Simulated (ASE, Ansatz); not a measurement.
# Twisted Ti2CO2 MXene bilayer, 53.99° (910 atoms): support functions against a reference, part 2 of 2

Aim: test how closely localised support functions follow the reference on twisted Ti2CO2 MXene bilayer, 53.99° (910 atoms), and at what cost. A setting counts as converged where the r.m.s. difference of forces stays under 1 % of the r.m.s. force.

Ansatz 0.2.0; Kohn-Sham DFT, PBE+D4, PAW (set soft_2), plane waves.

The cell: 182 C, 364 Ti and 364 O. Beside vacuum, support functions can miss their usual error bounds without a warning. The main run has no spin polarisation. Only the Γ point is sampled, in a cell whose shortest periodic width is 25 Å.

So far. Step 2 (Plane-wave single point): Mean intrinsic-atomic-orbital charges: C -0.94, O -0.64, Ti +1.11 e.

## Step 3: Local order (continued)

Local excerpt of 13 atoms (numbers count through the whole input) about C721, picked at random; x, y, z are measured from there.

```csv
atom,x,y,z,distance (Å),bonds
C721,0.00,0.00,0.00,0.00,6
Ti682,1.74,-0.10,1.30,2.17,6
Ti688,0.78,-1.55,-1.32,2.18,6
Ti722,-0.97,-1.45,1.30,2.18,6
Ti522,-0.79,1.57,1.29,2.18,6
Ti723,-1.76,0.11,-1.31,2.19,6
Ti683,0.94,1.48,-1.32,2.20,6
O724,-1.73,0.11,2.20,2.80,3
O689,0.80,-1.55,2.20,2.81,3
O684,0.94,1.47,2.22,2.82,3
O685,1.73,-0.07,-2.23,2.82,3
O725,-0.95,-1.45,-2.23,2.82,3
O525,-0.78,1.58,-2.23,2.84,3
```

The column of bonds counts only the pairs O-Ti within 2.64 Å, Ti-C within 2.64 Å; other neighbours, such as metal atoms beside each other in a compound, aren't counted, and periodic images can show an atom twice.

## Step 4: Support functions medium

With localised support functions most steps grow linearly with size, though the diagonalisation grows faster unless the density matrix is cut; this run measures error and cost at this size. Besides, the program derives a nominal cutoff of 464 eV for this run, against the reference's 420.

This step: Kohn-Sham DFT, PBE+D4, PAW (set soft_2), localised support functions (medium) (Ansatz 0.2.0).

Input file input.yaml:

```yaml
crystal:
  lattice:
    - [28.9044, 0.0, 0.0]
    - [-14.4522, 25.03194, 0.0]
    - [0.0, 0.0, 23.8]
  atoms:
    [... the 910 atom lines of step 2 ...]
kpoints:
  mp_grid: { grid: [1, 1, 1] }
hamiltonian:
  xc: pbe
  dispersion: d4
scf:
  occupations: { method: fermi_dirac, width: 0.05 }
  eigensolver: { kind: { support_functions: { accuracy: medium } } }
  mixing: { beta: 0.2 }
  max_iter: 150
output:
  forces: true
```

Command:

```
> ansatz run input.yaml --threads 32 --pin off --max-ram 143360MiB --backend cuda --events-out ev --progress --plain --runs-dir out
```

Numbers of over 12 decimals in the logs are rounded to 6 here.

The log of the run:

```text
Warning: scf.eigensolver.kind.support_functions: disabling space-group detection — the functions' gradient is summed over unrotated k-points, so no spatial operation reduces the k-mesh or symmetrises the density; time reversal is kept, so that k and −k are solved as one point where they differ and the mesh holds both, and exact exchange and, on two spinor components, a DFT+U term hold to it where the run has them: [...]
Warning: basis.ecutwfc = 464 eV, auto-derived: no grid that the accuracy of the support functions lays serves the files at the lower one that their records recommend; a deck with other species or settings can derive another value
settings of this run that can trade accuracy for cost: scf.eigensolver.kind.support_functions [...]
[...]
GPU FFT provider: cuFFT
GPU libraries: cuBLAS 13.8.1, cuFFT 12.4.0, cuSOLVER 12.3.2
[...]
Crystal: 910 atoms, lattice volume = 17220.090 Å³
Basis set: ecut = 464 eV, 390935 PW (Γ), exchange–correlation on 432×432×360 points (8 copies of the dense FFT grid, shifted against one another)
Bands: 4368, of which v1, the nominal top of the filled ones, is band 3640 counted from 1 (3639 counted from 0)
Symmetry: 1 space group operations
k-points: 1
[...]
GPU buffer pool allocated for 8398080 grid points (all kernels)
[...]
SCF iter   1: F=—  HF=-1164285.337848 eV  |F-HF|=—  |Δ(HF+E_count)|=         —  Δρ=1.64e-1  dr2=5.63e3  ethr=1.00e-1
[...]
SCF iter  21: F=—  HF=-1163227.932455 eV  |F-HF|=—  |Δ(HF+E_count)|=   5.42e-3  Δρ=1.35e-5  dr2=1.43e-5  ethr=4.24e-10  κ⁻¹=9.6e-5(r=7)
SCF iter  22: F=-1163227.932458 eV  HF=-1163227.932456 eV  |F-HF|=2.03e-6  |Δ(HF+E_count)|=   1.52e-6  Δρ=8.50e-6  dr2=5.21e-6  ethr=1.97e-10
SCF 1 converged in 22 iterations: F = -1163228.063110 eV  dr2 = 5.21e-6
[...]
SCF converged after 22 iterations
Stability not checked: this state was not tested for a lower state beside it, because the mixer in use, unlike msr1, does not test its closes by its own steps (another_mixer; see scf.mixing.algorithm and scf.lower_state_search)
Free energy (F): -1163228.063110 eV
[...]
Internal energy: -1163227.864527 eV  (E = F + TS)
E sigma→0 (E₀):  -1163227.963818 eV
Entropy (-TS):   -0.198583 eV (-0.218 meV/atom)
Fermi energy:    4.281926 eV
[...]
Σ components = -1163228.063110   (vs F -1163228.063110, Δ=0.00e0)
--- Forces (eV/Å), atoms counted from 1 ---
[... 910 lines of forces left out ...]
  max |Σ_I F_I| component: 3.00e-2 eV/Å
--- Band table (eV) ---
[... left out ...]
  guard bands above this table: 632 of the run's 4368 bands (output.publish_guard_bands: true publishes all)
```

Elapsed: 37 s, on 1 × NVIDIA GB200 with 32 threads of Arm Neoverse V2, shared host; peak memory 4.9 GiB.

That memory is the host's; the program planned up to 35.9 GiB on the GPU.

The program notes that the band table was not solved further than the SCF left it and it switched symmetry off.

Keys that differ from the reference: support_functions.accuracy = "medium", scf.max_iter = 150 and scf.mixing.beta = 0.2.

Forces differ from the reference by 0.91 meV/Å r.m.s., 0.50 % of their size, within a tolerance of 1 %; the energy by -4.3 meV/atom. The two runs also began from different starting densities, which bears on cycles and time.

## Step 5: The ladder side by side

Differences are against the plane-wave reference (Kohn-Sham DFT, PBE+D4, PAW (set soft_2), plane waves), whose r.m.s. force component is 0.182 eV/Å. Energies are set beside the reference only for runs with its functional, potentials and electron count. Times are for 1 × NVIDIA GB200 with 32 threads of Arm Neoverse V2, shared host. The reference's time includes the DOS, which some other runs skip.

```
                     run  Δ force, r.m.s. (meV/Å)  share of r.m.s. force (%)  Δ energy (meV/atom)  Δ gap (eV)  cycles  time  host memory (GiB)  planned on the GPU (GiB)
               reference                        -                          -                    -           -      14  64 s                 18                       153
support functions medium                    0.913                      0.502                -4.33      2.0e-4      22  37 s                4.9                        36
```

## Step 6: Summary of results

```
free energy per atom                             : -1278.2683 eV/atom
r.m.s. force component                           : 0.1819 eV/Å
spacing of highest filled and lowest empty level : 0.3282 eV
wall time of the 2 DFT runs                      : 1.7 min
```

**Reading.** Against plane waves at 420 eV, the forces differ by 0.91 meV/Å (0.50 %) with support functions medium. In energy the support functions at preset levels lie below plane waves at 420 eV. Their grid holds more waves than that cutoff, so part of the difference is likely the reference's own basis error.

The highest filled and lowest empty levels lie 0.328 eV apart (at Γ alone), but 6 levels are partly filled, by over 2 %, under the smearing. With the cutoffs above, all C atoms have 6, all O atoms have 3 and all Ti atoms have 6 bonded neighbours.

**Limits.** The geometry was built by rule, was displaced at random and isn't relaxed at this level: its force components are 0.18 eV/Å r.m.s.

[Logs are printed without paths, hosts, clocks, repeated set-up lines and the standing remarks that a program may print on its own settings, such as how far it seeks lower states.]

[Hosts, paths, dates, database ids (printed as entryN), source tags and the programs' standing remarks are cut or masked in the printed files.]
